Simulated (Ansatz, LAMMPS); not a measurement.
# Structural relaxation of a frame of liquid hydrogen fluoride from 293 K (108 atoms), part 2 of 3

Wanted: the relaxed structure of a frame of liquid hydrogen fluoride from 293 K (108 atoms) and its electronic structure.

Ansatz 0.2.0; Kohn-Sham DFT, PBE, PAW (set soft_2), plane waves.

The cell: 54 F and 54 H. The network of bonds at the start is that of the classical potential that made the cell. Sampling is at Γ alone, for a cell whose shortest periodic width is 12 Å.

So far. Step 3 (Single point at the start): The r.m.s. force component of 0.79 eV/Å and the pressure of 3.6 GPa set the starting point.

### Step 4. Relaxation

With the cell held, the atoms are moved downhill towards a nearby minimum.

File input.yaml:

```yaml
crystal:
  lattice:
    - [12.10814, 0.0, 0.0]
    - [0.0, 12.10814, 0.0]
    - [0.0, 0.0, 12.10814]
  atoms:
    [... the 108 atom lines of step 3 ...]
kpoints:
  mp_grid: { grid: [1, 1, 1] }
hamiltonian:
  xc: pbe
scf:
  occupations: { method: fixed }
output:
  forces: true
relax:
  f_tol: 0.03
  max_steps: 200
```

On the command line:

```bash
> ansatz run input.yaml --threads 4 --pin off --max-ram 8192MiB --backend cpu --events-out ev --progress --plain --runs-dir out
```

Numbers of over 12 decimals in the logs are rounded to 6 here.

The program printed:

```text
[...]
Crystal: 108 atoms, lattice volume = 1775.139 Å³
Basis set: ecut = 420 eV, 34697 PW (Γ), exchange–correlation on 162×162×162 points (8 copies of the dense FFT grid, shifted against one another)
Bands: 324, of which v1, the nominal top of the filled ones, is band 216 counted from 1 (215 counted from 0)
Symmetry: 1 space group operations
[...]
k-points: 1
[...]
SCF iter   1: F=—  HF=-44519.457610 eV  |F-HF|=—  |Δ(HF+E_count)|=         —  Δρ=4.07e-3  dr2=2.50e-1  ethr=1.77e-3  ⟨swp⟩=5.0  Hψ=984  notcnv=0  defer=103
[...]
SCF iter   3: F=—  HF=-44519.368343 eV  |F-HF|=—  |Δ(HF+E_count)|=   2.90e-3  Δρ=6.94e-4  dr2=1.09e-2  ethr=1.24e-5  ⟨swp⟩=3.0  Hψ=431  notcnv=0  defer=62
automatic band count: iteration 3 solves 280 bands in place of 324: the levels show a gap, and the empty bands left out lie too high to hold charge; the band table lists the bands solved (type scf.n_extra_bands for more)
SCF iter   4: F=—  HF=-44519.368772 eV  |F-HF|=—  |Δ(HF+E_count)|=   4.29e-4  Δρ=2.38e-4  dr2=1.02e-3  ethr=2.51e-6  ⟨swp⟩=2.0  Hψ=483  notcnv=0  defer=62
[...]
SCF iter   6: F=-44519.368361 eV  HF=-44519.368357 eV  |F-HF|=3.20e-6  |Δ(HF+E_count)|=   1.46e-5  Δρ=4.04e-5  dr2=1.84e-5  ethr=5.21e-9  ⟨swp⟩=3.0  Hψ=1077  notcnv=0
SCF 1 converged in 6 iterations: F = -44519.368361 eV  dr2 = 1.84e-5
[...]
relax step   1: F+E_penalty+E_count = -44519.36836055 eV  Δ(F+E_penalty+E_count) = +0.000e0 eV  max|allowed force component| = 2.907e0 eV/Å  Δτ_max = 0.0000 Å  (6 SCF iters, dr2 threshold 2.25e-5 eV, accepted)
[... from here on, the SCF cycles and remarks between the steps are left out ...]
relax step   2: F+E_penalty+E_count = -44523.15000118 eV  Δ(F+E_penalty+E_count) = -3.782e0 eV  max|allowed force component| = 1.121e0 eV/Å  Δτ_max = 0.1934 Å  (6 SCF iters, dr2 threshold 1.00e-4 eV, accepted)
relax step   3: F+E_penalty+E_count = -44525.37979718 eV  Δ(F+E_penalty+E_count) = -2.230e0 eV  max|allowed force component| = 1.163e0 eV/Å  Δτ_max = 0.1927 Å  (6 SCF iters, dr2 threshold 7.86e-5 eV, accepted)
relax step   4: F+E_penalty+E_count = -44526.46170273 eV  Δ(F+E_penalty+E_count) = -1.082e0 eV  max|allowed force component| = 7.720e-1 eV/Å  Δτ_max = 0.2000 Å  (6 SCF iters, dr2 threshold 1.00e-4 eV, accepted)
relax step   5: F+E_penalty+E_count = -44527.33291323 eV  Δ(F+E_penalty+E_count) = -8.712e-1 eV  max|allowed force component| = 5.736e-1 eV/Å  Δτ_max = 0.1998 Å  (6 SCF iters, dr2 threshold 1.00e-4 eV, accepted)
relax step   6: F+E_penalty+E_count = -44527.84200954 eV  Δ(F+E_penalty+E_count) = -5.091e-1 eV  max|allowed force component| = 4.266e-1 eV/Å  Δτ_max = 0.1953 Å  (6 SCF iters, dr2 threshold 1.00e-4 eV, accepted)
relax step   7: F+E_penalty+E_count = -44528.17647458 eV  Δ(F+E_penalty+E_count) = -3.345e-1 eV  max|allowed force component| = 4.585e-1 eV/Å  Δτ_max = 0.1956 Å  (6 SCF iters, dr2 threshold 1.00e-4 eV, accepted)
relax step   8: F+E_penalty+E_count = -44528.39775041 eV  Δ(F+E_penalty+E_count) = -2.213e-1 eV  max|allowed force component| = 2.766e-1 eV/Å  Δτ_max = 0.1946 Å  (6 SCF iters, dr2 threshold 1.00e-4 eV, accepted)
relax step   9: F+E_penalty+E_count = -44528.58745148 eV  Δ(F+E_penalty+E_count) = -1.897e-1 eV  max|allowed force component| = 1.694e-1 eV/Å  Δτ_max = 0.1946 Å  (6 SCF iters, dr2 threshold 2.79e-5 eV, accepted)
relax step  10: F+E_penalty+E_count = -44528.72364442 eV  Δ(F+E_penalty+E_count) = -1.362e-1 eV  max|allowed force component| = 3.561e-1 eV/Å  Δτ_max = 0.1955 Å  (6 SCF iters, dr2 threshold 1.04e-5 eV, accepted)
relax step  11: F+E_penalty+E_count = -44528.84360791 eV  Δ(F+E_penalty+E_count) = -1.200e-1 eV  max|allowed force component| = 2.019e-1 eV/Å  Δτ_max = 0.1907 Å  (6 SCF iters, dr2 threshold 4.75e-5 eV, accepted)
relax step  12: F+E_penalty+E_count = -44528.94200687 eV  Δ(F+E_penalty+E_count) = -9.840e-2 eV  max|allowed force component| = 1.668e-1 eV/Å  Δτ_max = 0.1947 Å  (7 SCF iters, dr2 threshold 1.31e-5 eV, accepted)
relax step  13: F+E_penalty+E_count = -44529.02572364 eV  Δ(F+E_penalty+E_count) = -8.372e-2 eV  max|allowed force component| = 1.801e-1 eV/Å  Δτ_max = 0.1965 Å  (6 SCF iters, dr2 threshold 8.95e-6 eV, accepted)
relax step  14: F+E_penalty+E_count = -44529.10635081 eV  Δ(F+E_penalty+E_count) = -8.063e-2 eV  max|allowed force component| = 1.557e-1 eV/Å  Δτ_max = 0.1971 Å  (6 SCF iters, dr2 threshold 2.21e-5 eV, accepted)
relax step  15: F+E_penalty+E_count = -44529.16552901 eV  Δ(F+E_penalty+E_count) = -5.918e-2 eV  max|allowed force component| = 4.617e-1 eV/Å  Δτ_max = 0.1949 Å  (6 SCF iters, dr2 threshold 1.81e-5 eV, accepted)
relax step  16: F+E_penalty+E_count = -44529.21639307 eV  Δ(F+E_penalty+E_count) = -5.086e-2 eV  max|allowed force component| = 1.990e-1 eV/Å  Δτ_max = 0.1950 Å  (6 SCF iters, dr2 threshold 1.00e-4 eV, accepted)
relax step  17: F+E_penalty+E_count = -44529.25856552 eV  Δ(F+E_penalty+E_count) = -4.217e-2 eV  max|allowed force component| = 5.311e-1 eV/Å  Δτ_max = 0.1906 Å  (6 SCF iters, dr2 threshold 7.36e-6 eV, accepted)
[...]
relax step  22: F+E_penalty+E_count = -44529.41465799 eV  Δ(F+E_penalty+E_count) = -2.250e-2 eV  max|allowed force component| = 2.040e-1 eV/Å  Δτ_max = 0.1946 Å  (6 SCF iters, dr2 threshold 1.79e-5 eV, accepted)
relax step  23: F+E_penalty+E_count = -44529.43471075 eV  Δ(F+E_penalty+E_count) = -2.005e-2 eV  max|allowed force component| = 1.284e-1 eV/Å  Δτ_max = 0.1958 Å  (6 SCF iters, dr2 threshold 2.39e-5 eV, accepted)
relax step  24: F+E_penalty+E_count = -44529.44904348 eV  Δ(F+E_penalty+E_count) = -1.433e-2 eV  max|allowed force component| = 2.137e-1 eV/Å  Δτ_max = 0.1640 Å  (7 SCF iters, dr2 threshold 6.53e-6 eV, accepted)
[...]
relax step  33: F+E_penalty+E_count = -44529.53027763 eV  Δ(F+E_penalty+E_count) = -6.434e-3 eV  max|allowed force component| = 1.165e-1 eV/Å  Δτ_max = 0.1967 Å  (8 SCF iters, accepted)
[...]
relax step  36: F+E_penalty+E_count = -44529.54054550 eV  Δ(F+E_penalty+E_count) = -4.458e-3 eV  max|allowed force component| = 7.260e-2 eV/Å  Δτ_max = 0.1307 Å  (6 SCF iters, dr2 threshold 5.36e-6 eV, accepted)
relax step  37: F+E_penalty+E_count = -44529.54374240 eV  Δ(F+E_penalty+E_count) = -3.197e-3 eV  max|allowed force component| = 1.724e-1 eV/Å  Δτ_max = 0.1943 Å  (7 SCF iters, dr2 threshold 2.42e-6 eV, accepted)
relax step  38: F+E_penalty+E_count = -44529.54555264 eV  Δ(F+E_penalty+E_count) = -1.810e-3 eV  max|allowed force component| = 1.154e-1 eV/Å  Δτ_max = 0.0533 Å  (5 SCF iters, dr2 threshold 1.36e-5 eV, accepted)
relax step  39: F+E_penalty+E_count = -44529.54815761 eV  Δ(F+E_penalty+E_count) = -2.605e-3 eV  max|allowed force component| = 4.733e-2 eV/Å  Δτ_max = 0.0754 Å  (6 SCF iters, dr2 threshold 5.96e-6 eV, accepted)
relax step  40: F+E_penalty+E_count = -44529.54966629 eV  Δ(F+E_penalty+E_count) = -1.509e-3 eV  max|allowed force component| = 2.708e-1 eV/Å  Δτ_max = 0.1806 Å  (8 SCF iters, accepted)
relax step  41: F+E_penalty+E_count = -44529.55175713 eV  Δ(F+E_penalty+E_count) = -2.091e-3 eV  max|allowed force component| = 5.964e-2 eV/Å  Δτ_max = 0.0186 Å  (4 SCF iters, dr2 threshold 1.23e-5 eV, accepted)
relax step  42: F+E_penalty+E_count = -44529.55283921 eV  Δ(F+E_penalty+E_count) = -1.082e-3 eV  max|allowed force component| = 2.910e-2 eV/Å  Δτ_max = 0.0454 Å  (8 SCF iters, accepted)
relax step  43: F+E_penalty+E_count = -44529.55356195 eV  Δ(F+E_penalty+E_count) = -7.227e-4 eV  max|allowed force component| = 2.508e-1 eV/Å  Δτ_max = 0.1601 Å  (8 SCF iters, accepted)
relax step  44: F+E_penalty+E_count = -44529.55481484 eV  Δ(F+E_penalty+E_count) = -1.253e-3 eV  max|allowed force component| = 7.339e-2 eV/Å  Δτ_max = 0.0299 Å  (5 SCF iters, dr2 threshold 1.50e-5 eV, accepted)
relax step  45: F+E_penalty+E_count = -44529.55550705 eV  Δ(F+E_penalty+E_count) = -6.922e-4 eV  max|allowed force component| = 1.367e-2 eV/Å  Δτ_max = 0.0494 Å  (8 SCF iters, accepted)
relax step  46: F+E_penalty+E_count = -44529.55615206 eV  Δ(F+E_penalty+E_count) = -6.450e-4 eV  max|allowed force component| = 1.977e-2 eV/Å  Δτ_max = 0.0584 Å  (8 SCF iters, accepted)
relax step  47: F+E_penalty+E_count = -44529.55561838 eV  Δ(F+E_penalty+E_count) = +5.337e-4 eV  max|allowed force component| = 2.237e-1 eV/Å  Δτ_max = 0.1351 Å  (8 SCF iters, rejected (line search))
relax step  48: F+E_penalty+E_count = -44529.55666296 eV  Δ(F+E_penalty+E_count) = -5.109e-4 eV  max|allowed force component| = 3.911e-2 eV/Å  Δτ_max = 0.0651 Å  (8 SCF iters, accepted)
relax step  49: F+E_penalty+E_count = -44529.55685715 eV  Δ(F+E_penalty+E_count) = -1.942e-4 eV  max|allowed force component| = 8.342e-2 eV/Å  Δτ_max = 0.0516 Å  (6 SCF iters, dr2 threshold 1.53e-6 eV, accepted)
relax step  50: F+E_penalty+E_count = -44529.55708417 eV  Δ(F+E_penalty+E_count) = -2.270e-4 eV  max|allowed force component| = 3.975e-2 eV/Å  Δτ_max = 0.0060 Å  (4 SCF iters, dr2 threshold 6.96e-6 eV, accepted)
relax step  51: F+E_penalty+E_count = -44529.55765005 eV  Δ(F+E_penalty+E_count) = -5.659e-4 eV  max|allowed force component| = 4.145e-2 eV/Å  Δτ_max = 0.0717 Å  (8 SCF iters, accepted)
relax step  52: F+E_penalty+E_count = -44529.55792399 eV  Δ(F+E_penalty+E_count) = -2.739e-4 eV  max|allowed force component| = 3.497e-2 eV/Å  Δτ_max = 0.0818 Å  (8 SCF iters, accepted)
relax step  53: F+E_penalty+E_count = -44529.55809152 eV  Δ(F+E_penalty+E_count) = -1.675e-4 eV  max|allowed force component| = 1.320e-2 eV/Å  Δτ_max = 0.0078 Å  (6 SCF iters, accepted)
SCF converged after 6 iterations
Free energy (F): -44529.558092 eV
[...]
Internal energy: -44529.558092 eV  (E = F + TS)
E sigma→0 (E₀):  -44529.558092 eV
Fermi energy:    -6.633937 eV
[...]
--- Forces (eV/Å), atoms counted from 1 ---
  atom   1  F      0.00008307    -0.00075491     0.00065833
  atom   2  H      0.00019188     0.00034310    -0.00136810
  atom   3  F      0.00119170     0.00061290    -0.00062157
  atom   4  H     -0.00144294     0.00049533     0.00052914
  atom   5  F     -0.00110471     0.00086750     0.00078249
  atom   6  H      0.00054760    -0.00071361    -0.00168007
  atom   7  F      0.00016840     0.00000369     0.00020398
  atom   8  H     -0.00019281     0.00031762     0.00035899
  atom   9  F     -0.00101726    -0.00007756    -0.00050260
  atom  10  H      0.00022284    -0.00043376    -0.00023481
  atom  11  F     -0.00045340     0.00035280     0.00077799
  atom  12  H     -0.00004825     0.00121568     0.00081126
  atom  13  F     -0.00183354     0.00109983    -0.00010152
  atom  14  H      0.00103485    -0.00101348    -0.00014335
[...]
atom 107  F      0.00147578    -0.00054582     0.00340484
  atom 108  H     -0.00141551    -0.00020918    -0.00304646
  max |Σ_I F_I| component: 2.62e-5 eV/Å
--- Relaxed structure (53 steps of the walk, 52 accepted, 0 SCFs on fresh bases) ---
  F+E_penalty+E_count = -44529.55809152 eV   max|allowed force component| = 1.320e-2 eV/Å
  atoms:
    - { symbol: F, position: [0.073547, 0.491824, 0.788352] }
    - { symbol: H, position: [1.084474, 0.520013, 0.712106] }
    - { symbol: F, position: [0.557417, 0.175279, 0.270933] }
    - { symbol: H, position: [0.624856, 0.129073, 0.265096] }
[...]
- { symbol: H, position: [0.925541, 0.891759, 0.071180] }
```

The job ended after 2.7 min (4 threads of AMD EPYC 9R45, shared host; peak memory 1.7 GiB; 10 min of CPU time).

The steps of the relaxation (22 of 53):

```csv
step,energy less that of the first step (eV),largest force component (eV/Å)
1,0.0000,2.9066
3,-6.0114,1.1634
6,-8.4736,0.4266
8,-9.0294,0.2766
11,-9.4752,0.2019
13,-9.6574,0.1801
16,-9.8480,0.1990
18,-9.9281,0.3892
21,-10.0238,0.1766
23,-10.0664,0.1284
26,-10.1037,0.1409
28,-10.1221,0.1627
31,-10.1485,0.1356
33,-10.1619,0.1165
36,-10.1722,0.0726
38,-10.1772,0.1154
41,-10.1834,0.0596
43,-10.1852,0.2508
46,-10.1878,0.0198
48,-10.1883,0.0391
51,-10.1893,0.0415
53,-10.1897,0.0132
```

Relaxation step 47 was tried and not accepted.

The atoms that moved most (Å):

| atom | dx | dy | dz | length |
| --- | --- | --- | --- | --- |
| F85 | -1.615 | 0.705 | 2.060 | 2.711 |
| F71 | -2.152 | 0.900 | -1.003 | 2.539 |
| H40 | -2.247 | -0.671 | 0.003 | 2.345 |
| F69 | 0.982 | 2.083 | 0.254 | 2.317 |
| F23 | -1.353 | -1.557 | 0.961 | 2.275 |
| F39 | -2.084 | -0.863 | -0.293 | 2.275 |
| H38 | -1.830 | 0.809 | -1.013 | 2.243 |
| H36 | 1.692 | -0.398 | -1.284 | 2.161 |

The relaxation changed the energy by -94.3 meV/atom, and atoms moved by 1.4 Å r.m.s., 2.7 Å at most.

### Step 5. Distances and neighbours after relaxation

Density 1.01 g/cm³, 16.44 Å³ an atom.

Pair distribution functions g(r), in bins of 0.2 Å:

```csv
r (Å),total,F-F,F-H,H-H
0.90,6.90,0.00,13.75,0.00
1.10,0.00,0.00,0.00,0.00
1.30,0.00,0.00,0.00,0.00
1.50,3.21,0.00,6.40,0.00
1.70,0.00,0.00,0.00,0.00
1.90,0.00,0.00,0.00,0.00
2.10,1.52,0.00,0.00,6.08
2.30,0.00,0.00,0.00,0.00
2.50,1.11,4.45,0.00,0.00
2.70,0.00,0.00,0.00,0.00
2.90,0.38,0.05,0.74,0.00
3.10,1.23,0.79,2.01,0.10
3.30,1.50,1.52,1.93,0.62
3.50,1.04,1.75,0.65,1.14
3.70,0.76,0.84,0.47,1.26
3.90,1.21,0.77,1.08,1.92
4.10,1.60,1.75,1.42,1.85
4.30,0.94,0.66,1.00,1.08
4.50,0.88,0.58,1.04,0.87
4.70,0.90,0.81,1.03,0.75
4.90,1.07,0.94,1.15,1.06
5.10,0.96,1.14,0.95,0.82
5.30,1.05,1.19,1.04,0.91
5.50,1.02,1.22,0.92,1.01
5.70,0.91,0.97,0.78,1.12
5.90,1.03,0.99,1.06,1.03
```

(Continued in part 3 of 3.)

[Logs are printed without paths, hosts, clocks, repeated set-up lines and the standing remarks that a program may print on its own settings, such as how far it seeks lower states.]

[Hosts, paths, dates, database ids (printed as entryN), source tags and the programs' standing remarks are cut or masked in the printed files.]
